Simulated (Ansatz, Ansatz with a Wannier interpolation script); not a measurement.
# Settings in Wannier-interpolated G0W0: SnSe2 (1T monolayer)

Wanted: errors and cost of interpolated bands of SnSe2 (1T monolayer) under coarser or faulty settings.

Method: maximally localised Wannier functions, PBE, plane waves, PAW, in Ansatz 0.2.0.

### Step 1. The structure

The cell holds 3 atoms: 1 Sn and 2 Se. Cell: a = 3.870 Å, b = 3.870 Å, c = 29.600 Å, α = 90.0°, β = 90.0°, γ = 120.0°. Vacuum lies along c.

The structure was relaxed with PBE. The structure was generated from a model, not taken from a measurement. The runs that relaxed it are not among those shown. The default PAW set here is soft_2. Its files were made with PBE. The Coulomb interaction is cut off across the vacuum.

### Step 2. Wannier model on 24×24×1

Localised functions give a small Hamiltonian that interpolates between mesh points at no cost.

input.yaml

```yaml
crystal:
  lattice:
    - [3.869828627, 0.0, 0.0]
    - [-1.9349143135, 3.3513698993, 0.0]
    - [0.0, 0.0, 29.6]
  atoms:
    - { symbol: Sn, position: [0.0, 0.0, 0.5] }
    - { symbol: Se, position: [0.3333333333, 0.6666666667, 0.553854345] }
    - { symbol: Se, position: [0.6666666667, 0.3333333333, 0.446145655] }
  periodic: [true, true, false]
kpoints:
  mp_grid: { grid: [12, 12, 1] }
hamiltonian:
  xc: pbe
scf:
  occupations: { method: fixed }
  n_extra_bands: 188
output:
  wannier:
    kmesh: [24, 24, 1]
    projections: [{ species: Se, l: p, shell: 4 }, { species: Sn, l: p, shell: 5 }]
    minimise: true
    write_hr: true
    seedname: w
    conv_tol: 1.0e-07
    max_iter: 4000
    disentanglement:
      window: [-10.42, 1.48]
      frozen_window: [-10.42, -2.26]
      conv_tol: 1.0e-08
```

Started as:

```
$ ansatz run input.yaml --threads 12 --pin off --max-ram 27648MiB --backend cpu --events-out ev --progress --plain --runs-dir out
```

Numbers of over 12 decimals in the logs are rounded to 6 here.

Log:

```text
scf.n_extra_bands = 188 over 23 filled bands (N_el = 46.0): the run solves 211 bands
Engine: ansatz 0.2.0, x86_64-unknown-linux-gnu
Pseudopotentials: kind: paw
Pseudopotential: Sn, paw, valence charge 14, recommended cutoff 420 eV (normal), Sn.paw.azcp
Pseudopotential: Se, paw, valence charge 16, recommended cutoff 420 eV (normal), Se.paw.azcp
Functional definition: PBE
  parameter kappa = 0.804
  parameter beta = 0.066725
  exchange = pbe_x(kappa = kappa, mu = beta*pi^2/3)
  correlation = pbe_c(beta = beta)
Crystal: 3 atoms, lattice volume = 383.889 Å³
Basis set: ecut = 420 eV, 7587 PW (Γ)
Bands: 211, of which v1, the nominal top of the filled ones, is band 23 counted from 1 (22 counted from 0)
Symmetry: 12 space group operations
Space group: P-3m1 (ITA 164), of the structure as read, at distance tolerance 7.3e-5 Å
k-points: 19 of 144
Non-local potential: Sn, projectors of the file, l = 0: 2, l = 1: 2, l = 2: 2, l = 3: 2
Non-local potential: Se, projectors of the file, l = 0: 2, l = 1: 2, l = 2: 3, l = 3: 1
PAW form: soft (Blöchl's): semilocal exchange-correlation on the pseudo side does not see the compensation charge
PAW one-centre angular grid: Sn, 590 points (default); XC on 64 Gauss nodes
PAW one-centre angular grid: Se, 590 points (default); XC on 64 Gauss nodes
Initial density: superposition of atomic densities (neutral atoms: chi_scale 0, normalization atom), corrected by the library's trained network
Initial wavefunctions: pseudopotential atomic-orbital guess
Functional: x = pbe(κ = 0.804, μ = 0.219515), c = pbe(β = 0.066725)
SCF iter   1: F=—  HF=-16963.385621 eV  |F-HF|=—  |Δ(HF+E_count)|=         —  Δρ=6.71e-4  dr2=3.80e-3  ethr=1.77e-3  ⟨swp⟩=4.7  Hψ=13973  notcnv=0  defer=3527
preconditioner: auto → Resta (q_TF=auto, 1.916 Å⁻¹)  ε∞=1.1  [insulator: Δε(μ)=0.802 eV  Ē_g=31.297 eV  n_scr=36 (ndim 8)  ℏωp=7.6 eV  f_vac=0.770  ε∞_Penn≈1.1  vacuum switching on, ρ_ref=7.1e-2 e/Å³]
SCF iter   2: F=—  HF=-16963.385579 eV  |F-HF|=—  |Δ(HF+E_count)|=   4.21e-5  Δρ=4.51e-4  dr2=2.42e-3  ethr=8.25e-6  ⟨swp⟩=3.7  Hψ=5037  notcnv=0  defer=3533
SCF iter   3: F=—  HF=-16963.385251 eV  |F-HF|=—  |Δ(HF+E_count)|=   3.28e-4  Δρ=2.29e-4  dr2=1.28e-4  ethr=5.25e-6  ⟨swp⟩=2.2  Hψ=681  notcnv=0  defer=3533
SCF iter   4: F=—  HF=-16963.385791 eV  |F-HF|=—  |Δ(HF+E_count)|=   5.40e-4  Δρ=6.68e-5  dr2=8.67e-6  ethr=2.78e-7  ⟨swp⟩=3.0  Hψ=922  notcnv=0  defer=3533
SCF iter   5: F=—  HF=-16963.385792 eV  |F-HF|=—  |Δ(HF+E_count)|=   1.20e-6  Δρ=1.70e-5  dr2=6.09e-7  ethr=1.89e-8  ⟨swp⟩=2.7  Hψ=2615  notcnv=0  defer=3527
SCF iter   6: F=-16963.385794 eV  HF=-16963.385794 eV  |F-HF|=2.08e-8  |Δ(HF+E_count)|=   2.05e-6  Δρ=1.88e-6  dr2=8.40e-9  ethr=2.17e-10  ⟨swp⟩=23.5  Hψ=53300  notcnv=0
SCF 1 converged in 6 iterations: F = -16963.385794 eV  dr2 = 8.40e-9
[...]
NSCF: frozen V_eff on 64 k-points
the Wannier pass solved 64 of the 576 points of its mesh, and has the states at the others by symmetry: states obtained by the crystal's operations at points that were solved too leave a residual of 9.90e-13 eV (read by the count's bands and the next), within 1.11e-5 eV
SCF converged after 6 iterations
Free energy (F): -16963.385794 eV
Harris-Foulkes:  -16963.385794 eV  (|F-HF|=2.08e-8)
Internal energy: -16963.385794 eV  (E = F + TS)
E sigma→0 (E₀):  -16963.385794 eV
Fermi energy:    -6.061743 eV
--- Per-component energies (eV) ---
  E_band       = -1499.681077
  E_kinetic    = 422.931436
  E_local      = -91054.086492  (includes V_loc(G=0)·N_el)
  E_nonlocal   = -1222.397124
  E_hartree    = 45284.400754
  E_xc         = -588.768005
  E_vxc        = -289.853396  (∫ρ·V_xc dr)
  E_paw        = -7963.817612  (= ΣΔE_a)
  E_vpaw       = 74.920620  (= ΣTr[D̂ρ^β])
  E_aug_tail   = -0.001202  (compensation charges beyond the density's cutoff)
  E_ewald      = 38158.352451
  E_smearing   = -0.000000  (= −TS)
  E_closure    = -0.000000  (closes the sum)
  Σ components = -16963.385794   (vs F -16963.385794, Δ=0.00e0)
--- Band table (eV; the first three rows and the last of 19) ---
  k-point 0: bands = [... 19 lower, -6.5166, -6.5166, -6.1370, -6.1370, -4.5495, -3.0028, -1.4823 (-1.4822°), -1.4823 (-1.4822°), ... 184 higher]
  k-point 1: bands = [... 19 lower, -7.0396, -6.7441, -6.4835, -6.0692, -4.1725, -2.5719, -1.6344 (-1.6344°), -1.3256 (-1.3256°), ... 184 higher]
  k-point 2: bands = [... 19 lower, -7.2398, -7.1574, -6.9158, -6.0617, -3.8932, -2.2350, -1.1769 (-1.1769°), -0.9551 (-0.9551°), ... 184 higher]
  k-point 18: bands = [... 19 lower, -9.5584, -9.1822, -6.8301, -6.8301, -4.2421, -0.7762, -0.7762, 0.4844, ... 184 higher]
  ° read free of the cell's end (the report's vacuum.weakly_bound_levels)
Wannier search: line search 1 of at most 4000: gauge-dependent spread (as the search counts it) 0.9550496 Å², largest recent change 8.7e-1 Å² and fall left 8.1e-5 Å² against conv_tol 1.0e-7 Å², 0 stops escaped
```

The job ended after 61 s (12 threads of Intel Xeon 6975P-C (Granite Rapids), shared host; peak memory 16 GiB).

This step gave:

| Item | Value |
| --- | --- |
| gauge-invariant spread | 28.17 Å² |
| diagonal spread | 0.08199 Å² |
| off-diagonal spread | 0.8565 Å² |
| total spread | 29.11 Å² |
| least projectability | 0.3004 |
| localisation steps | 24 |
| disentanglement steps | 237 |
| r.m.s. interpolation error | 3.10e-5 eV |
| r.m.s. error near the gap | 3.17e-5 eV |

Near the gap the model misses directly solved bands by 0.0 meV r.m.s. and by 0 meV at most in the window tested. This tests the starting bands, not the corrections carried with them.

### Step 3. Wannier model on 12×12×1

Edit input.yaml of step 2 so:

```diff
@@ -19,3 +19,3 @@
   wannier:
-    kmesh: [24, 24, 1]
+    kmesh: [12, 12, 1]
     projections: [{ species: Se, l: p, shell: 4 }, { species: Sn, l: p, shell: 5 }]
```

Log:

```text
[...]
Crystal: 3 atoms, lattice volume = 383.889 Å³
Basis set: ecut = 420 eV, 7587 PW (Γ)
Bands: 211, of which v1, the nominal top of the filled ones, is band 23 counted from 1 (22 counted from 0)
[... 1 set-up line as in the run before ...]
[...]
k-points: 19 of 144
[...]
SCF iter   1: F=—  HF=-16963.385621 eV  |F-HF|=—  |Δ(HF+E_count)|=         —  Δρ=6.71e-4  dr2=3.80e-3  ethr=1.77e-3  ⟨swp⟩=4.7  Hψ=13973  notcnv=0  defer=3527
[...]
SCF iter   6: F=-16963.385794 eV  HF=-16963.385794 eV  |F-HF|=2.08e-8  |Δ(HF+E_count)|=   2.05e-6  Δρ=1.88e-6  dr2=8.40e-9  ethr=2.17e-10  ⟨swp⟩=23.5  Hψ=53300  notcnv=0
SCF 1 converged in 6 iterations: F = -16963.385794 eV  dr2 = 8.40e-9
[...]
NSCF: frozen V_eff on 22 k-points
[...]
SCF converged after 6 iterations
Free energy (F): -16963.385794 eV
[...]
Internal energy: -16963.385794 eV  (E = F + TS)
E sigma→0 (E₀):  -16963.385794 eV
Fermi energy:    -6.061743 eV
[...]
--- Band table (eV; the first three rows and the last of 19) ---
  k-point 0: bands = [... 19 lower, -6.5166, -6.5166, -6.1370, -6.1370, -4.5495, -3.0028, -1.4823 (-1.4822°), -1.4823 (-1.4822°), ... 184 higher]
  k-point 1: bands = [... 19 lower, -7.0396, -6.7441, -6.4835, -6.0692, -4.1725, -2.5719, -1.6344 (-1.6344°), -1.3256 (-1.3256°), ... 184 higher]
  k-point 2: bands = [... 19 lower, -7.2398, -7.1574, -6.9158, -6.0617, -3.8932, -2.2350, -1.1769 (-1.1769°), -0.9551 (-0.9551°), ... 184 higher]
  k-point 18: bands = [... 19 lower, -9.5584, -9.1822, -6.8301, -6.8301, -4.2421, -0.7762, -0.7762, 0.4844, ... 184 higher]
  ° read free of the cell's end (the report's vacuum.weakly_bound_levels)
[...]
```

The job ended after 25 s (12 threads; peak memory 4.7 GiB).

This step gave:

```
gauge-invariant spread     : 27.50 Å²
diagonal spread            : 0.08184 Å²
off-diagonal spread        : 0.9401 Å²
total spread               : 28.52 Å²
least projectability       : 0.3010
localisation steps         : 29
disentanglement steps      : 85
r.m.s. interpolation error : 3.53e-4 eV
r.m.s. error near the gap  : 3.34e-4 eV
```

Near the gap the model misses directly solved bands by 0.3 meV r.m.s. and by 1 meV at most in the window tested. This tests the starting bands, not the corrections carried with them.

Frozen up to 3.79 eV; above it the model need not follow the bands. The electronic bands at the labelled points (eV, zero at the valence-band top; v1 is the highest filled band, c1 the lowest empty one):

```tsv
point	v4	v3	v2	v1	c1	c2	c3	c4
Γ	-0.46	-0.46	-0.08	-0.08	1.50	3.05	4.57	4.57
halfway	-1.80	-1.52	-0.76	-0.09	1.81	4.07	5.46	5.62
M	-2.19	-2.15	-0.65	-0.31	0.79	4.09	5.45	5.73
halfway	-2.95	-2.44	-0.81	-0.62	1.54	5.09	5.26	5.73
K	-3.50	-3.13	-0.78	-0.78	1.81	5.28	5.28	6.54
halfway	-2.68	-1.39	-0.87	-0.43	2.12	4.68	5.13	5.62
Γ	-0.46	-0.46	-0.08	-0.08	1.50	3.05	4.57	4.57
```

The same for Kohn-Sham, solved directly:

```tsv
point	v4	v3	v2	v1	c1	c2	c3	c4
Γ	-0.46	-0.46	-0.08	-0.08	1.50	3.05	4.57	4.57
M	-2.19	-2.15	-0.65	-0.31	0.79	4.09	5.45	5.72
K	-3.50	-3.13	-0.78	-0.78	1.81	5.28	5.28	6.54
Γ	-0.46	-0.46	-0.08	-0.08	1.50	3.05	4.57	4.57
```

The first set of electronic bands as a text plot (rows in eV, shown from -4.2 to 4.6 only):

```
    4.4 |+++++                 +++                    +++++++++++
    4.0 |       +++++++++++++++                          ++
    3.7 |   ++++                                           ++
    3.3 | ++                                                 +++
    2.9 |+                                                      +
    2.6 |
    2.2 |     ++++                                +++++++++++
    1.8 | ++++    ++                ++++++++++++++           +++
    1.5 |+          ++            ++                            +
    1.1 |             ++++     +++
    0.7 |                 +++++
    0.4 |
    0.0 |*************                                     ******
   -0.4 |***          **********             ********************
   -0.7 | ***********************************       *****    ***
   -1.1 |*********                         *********  ***********
   -1.5 |       ****                                **     **
   -1.8 |     **  ******                          **     **
   -2.2 |           ***************            ***    ***
   -2.6 |       **              ******       **     *****
   -2.9 |         **               *  ***  **  *******
   -3.3 |           **              ***********   **
   -3.7 |             **             *************
   -4.0 |               *************
         Γ                   M           K                      Γ
```

### Step 4. A faulty Wannier input

Edit input.yaml of step 3 so:

```diff
@@ -28,3 +28,3 @@
       window: [-10.42, 1.48]
-      frozen_window: [-10.42, -2.26]
+      frozen_window: [-10.42, 0.98]
       conv_tol: 1.0e-08
```

Log:

```text
scf.n_extra_bands = 188 over 23 filled bands (N_el = 46.0): the run solves 211 bands
[... 9 set-up lines as in the run before ...]
Crystal: 3 atoms, lattice volume = 383.889 Å³
Basis set: ecut = 420 eV, 7587 PW (Γ)
Bands: 211, of which v1, the nominal top of the filled ones, is band 23 counted from 1 (22 counted from 0)
[... 2 set-up lines as in the run before ...]
k-points: 19 of 144
[... 8 set-up lines as in the run before ...]
[...]
SCF converged after 6 iterations
Free energy (F): -16963.385794 eV
Harris-Foulkes:  -16963.385794 eV  (|F-HF|=2.08e-8)
Internal energy: -16963.385794 eV  (E = F + TS)
E sigma→0 (E₀):  -16963.385794 eV
Fermi energy:    -6.061743 eV
--- Per-component energies (eV) ---
  E_band       = -1499.681077
  E_kinetic    = 422.931436
  E_local      = -91054.086492  (includes V_loc(G=0)·N_el)
  E_nonlocal   = -1222.397124
  E_hartree    = 45284.400754
  E_xc         = -588.768005
  E_vxc        = -289.853396  (∫ρ·V_xc dr)
  E_paw        = -7963.817612  (= ΣΔE_a)
  E_vpaw       = 74.920620  (= ΣTr[D̂ρ^β])
  E_aug_tail   = -0.001202  (compensation charges beyond the density's cutoff)
  E_ewald      = 38158.352451
  E_smearing   = -0.000000  (= −TS)
  E_closure    = -0.000000  (closes the sum)
  Σ components = -16963.385794   (vs F -16963.385794, Δ=0.00e0)
--- Band table (eV; the first three rows and the last of 19) ---
  k-point 0: bands = [... 19 lower, -6.5166, -6.5166, -6.1370, -6.1370, -4.5495, -3.0028, -1.4823 (-1.4822°), -1.4823 (-1.4822°), ... 184 higher]
  k-point 1: bands = [... 19 lower, -7.0396, -6.7441, -6.4835, -6.0692, -4.1725, -2.5719, -1.6344 (-1.6344°), -1.3256 (-1.3256°), ... 184 higher]
  k-point 2: bands = [... 19 lower, -7.2398, -7.1574, -6.9158, -6.0617, -3.8932, -2.2350, -1.1769 (-1.1769°), -0.9551 (-0.9551°), ... 184 higher]
  k-point 18: bands = [... 19 lower, -9.5584, -9.1822, -6.8301, -6.8301, -4.2421, -0.7762, -0.7762, 0.4844, ... 184 higher]
  ° read free of the cell's end (the report's vacuum.weakly_bound_levels)
WARN: one of the run's output files is refused, and neither it nor the files that depend on it are written in full: <dir> frozen window holds 13 > num_wann = 9 bands at ik = 0 (ik counts from 0, the k-points of the .win, .mmn and .eig files from 1)
Error: <dir> frozen window holds 13 > num_wann = 9 bands at ik = 0 (ik counts from 0, the k-points of the .win, .mmn and .eig files from 1)
```

It took 27 s on 12 threads; peak memory 4.7 GiB.

The run ended with an error after its SCF cycle had converged; no result of it is taken.

The program's message: “Error: <dir> frozen window holds 13 > num_wann = 9 bands at ik = 0 (ik counts from 0, the k-points of the .win, .mmn and .eig files from 1)”

The fault put into this input: a frozen window with more states than functions.

### Step 5. G0W0: 12×12×1 mesh, 623 empty bands, screening to 80 eV

Now the one-shot GW correction: screening in the RPA, then the self-energy of the levels asked for.

This step: G0W0 on PBE, plane waves, PAW.

input.yaml, the sections that differ from step 4:

```yaml
scf:
  occupations: { method: fixed }
gw:
  n_empty_bands: 623
  ecut_chi: 80.0
  qp_bands: [v5, c2]
  screening: { model: contour_deformation }
# crystal, kpoints, hamiltonian: as in step 4
# output: removed
```

Log:

```text
[...]
Crystal: 3 atoms, lattice volume = 383.889 Å³
Basis set: ecut = 420 eV, 7587 PW (Γ)
Bands: 28, of which v1, the nominal top of the filled ones, is band 23 counted from 1 (22 counted from 0)
[... 1 set-up line as in the run before ...]
[...]
k-points: 19 of 144
[...]
15    19    -10.0489   -16.3613     3.0199   -12.6441  0.7927   -10.8538   -10.7461  root ?
[...]
18    22     -6.8300   -16.7907     1.9645   -14.2132  0.6925    -7.4659    -7.4431  root
    18    23     -6.8300   -16.7907     1.9645   -14.2132  0.6925    -7.4659    -7.4431  root
    18    24     -4.2420   -11.1143    -3.0160   -14.6708  0.7274    -3.6908    -3.7015  root
    18    25     -0.7762    -7.8876    -3.9680   -12.3744  0.7346    -0.2393    -0.2574  root
[key lines of the parts left out:]
SCF converged after 6 iterations
Free energy (F): -16963.385794 eV
Fermi energy:    -6.061681 eV
```

It took 18 min on 12 threads; peak memory 11 GiB; 3 h of CPU time.

The G0W0 gap on the mesh is 1.783 eV.

### Step 6. G0W0: 6×6×1 mesh, 623 empty bands, screening to 80 eV

Edit input.yaml of step 5 so:

```diff
@@ -11,3 +11,3 @@
 kpoints:
-  mp_grid: { grid: [12, 12, 1] }
+  mp_grid: { grid: [6, 6, 1] }
 hamiltonian:
```

Log:

```text
[...]
Crystal: 3 atoms, lattice volume = 383.889 Å³
Basis set: ecut = 420 eV, 7587 PW (Γ)
Bands: 28, of which v1, the nominal top of the filled ones, is band 23 counted from 1 (22 counted from 0)
[... 1 set-up line as in the run before ...]
[...]
k-points: 7 of 36
[...]
2    19     -9.6918   -16.3793     2.8509   -12.8318  0.8808   -10.4899   -10.3884  root ?
[...]
6    22     -6.8234   -16.7839     1.9913   -14.2116  0.6875    -7.4237    -7.4044  root
     6    23     -6.8234   -16.7839     1.9913   -14.2116  0.6875    -7.4237    -7.4044  root
     6    24     -4.2361   -11.1140    -3.0479   -14.6688  0.7225    -3.7192    -3.7292  root
     6    25     -0.7714    -7.8966    -3.9900   -12.3724  0.7321    -0.2728    -0.2856  root
[key lines of the parts left out:]
SCF converged after 6 iterations
Free energy (F): -16963.374849 eV
Fermi energy:    -6.054235 eV
```

Elapsed: 82 s, on 12 threads; peak memory 7.1 GiB; 14 min of CPU time.

The G0W0 gap on the mesh is 1.725 eV.

### Step 7. G0W0: 12×12×1 mesh, 289 empty bands, screening to 48 eV, plasmon pole

input.yaml, the sections that differ from step 6:

```yaml
kpoints:
  mp_grid: { grid: [12, 12, 1] }
gw:
  n_empty_bands: 289
  ecut_chi: 48
  qp_bands: [v5, c2]
  screening: { model: godby_needs }
# crystal, hamiltonian, scf: as in step 6
```

Log:

```text
[...]
Crystal: 3 atoms, lattice volume = 383.889 Å³
Basis set: ecut = 420 eV, 7587 PW (Γ)
Bands: 28, of which v1, the nominal top of the filled ones, is band 23 counted from 1 (22 counted from 0)
[... 1 set-up line as in the run before ...]
[...]
k-points: 19 of 144
[...]
1    19     -7.1371   -16.6225     1.9442   -14.2259  0.7738    -7.5922    -7.5895  root
[...]
18    22     -6.8300   -16.7907     2.0800   -14.2132  0.7693    -7.3299    -7.3276  root
    18    23     -6.8300   -16.7907     2.0800   -14.2132  0.7693    -7.3299    -7.3276  root
    18    24     -4.2420   -11.1143    -2.6692   -14.6708  0.7851    -3.3483    -3.3547  root
    18    25     -0.7762    -7.8876    -3.7251   -12.3744  0.7956    -0.0081    -0.0145  root
[key lines of the parts left out:]
SCF converged after 6 iterations
Free energy (F): -16963.385794 eV
Fermi energy:    -6.061681 eV
```

Wall time 4.5 min (12 threads); peak memory 4.6 GiB.

The G0W0 gap on the mesh is 1.812 eV.

### Step 8. Interpolated results

Times are wall times on 12 threads of Intel Xeon 6975P-C (Granite Rapids), shared host, good to a factor of about two.

```tsv
GW mesh	empty bands	cutoff (eV)	frequency	gap on mesh (eV)	gap over zone (eV)	direct gap (eV)	valence width (eV)	GW time
12×12×1	623	80	contour deformation	1.783	1.773	2.117	4.386	18 min
6×6×1	623	80	contour deformation	1.725	1.711	2.054	4.416	82 s
12×12×1	289	48	plasmon pole	1.812	1.801	2.188	4.618	4.5 min
```

### Step 9. What came out

- 12×12×1 mesh, 623 empty bands, screening to 80 eV: 1.77 eV
- 6×6×1 mesh, 623 empty bands, screening to 80 eV: 1.71 eV
- 12×12×1 mesh, 289 empty bands, screening to 48 eV, plasmon pole: 1.80 eV

In words: The largest change, −0.06 eV in the gap over the zone, comes with 6×6×1 mesh, 623 empty bands, screening to 80 eV. The first run is a reference, not a converged one, and where a row moves several settings no single cause can be named. Rows on another GW mesh add that mesh's corrections to the bands of the one model. Coarser Wannier mesh (12×12×1): the miss near the gap goes from under 1 (the model on 24×24×1) to under 1 meV and the total spread from 29.1 to 28.5 Å². With 6×6×1 mesh, 623 empty bands, screening to 80 eV the gap over the zone moves by −0.06 eV and that on the mesh by −0.06 eV. With 12×12×1 mesh, 289 empty bands, screening to 48 eV, plasmon pole the gap over the zone moves by +0.03 eV and that on the mesh by +0.03 eV. Gaps over the zone and on the mesh differ where an edge lies off the mesh, or where a GW run starts from another density: the starting gap over the zone is 0.790 eV, on the GW meshes it is 0.801 eV and 0.799 eV. The many-body steps are scalar-relativistic: spin-orbit coupling is not in them.

[Paths, hosts, dates, memory and timing lines, banners, echoed tables and standing remarks are left out of the program output.]

[Logs are printed without paths, hosts, clocks, repeated set-up lines and the standing remarks that a program may print on its own settings, such as how far it seeks lower states.]

[Runs of the session that timed out or met a known fault of the program may be left out.]

[Hosts, paths, dates, database ids (printed as entryN), source tags and the programs' standing remarks are cut or masked in the printed files.]
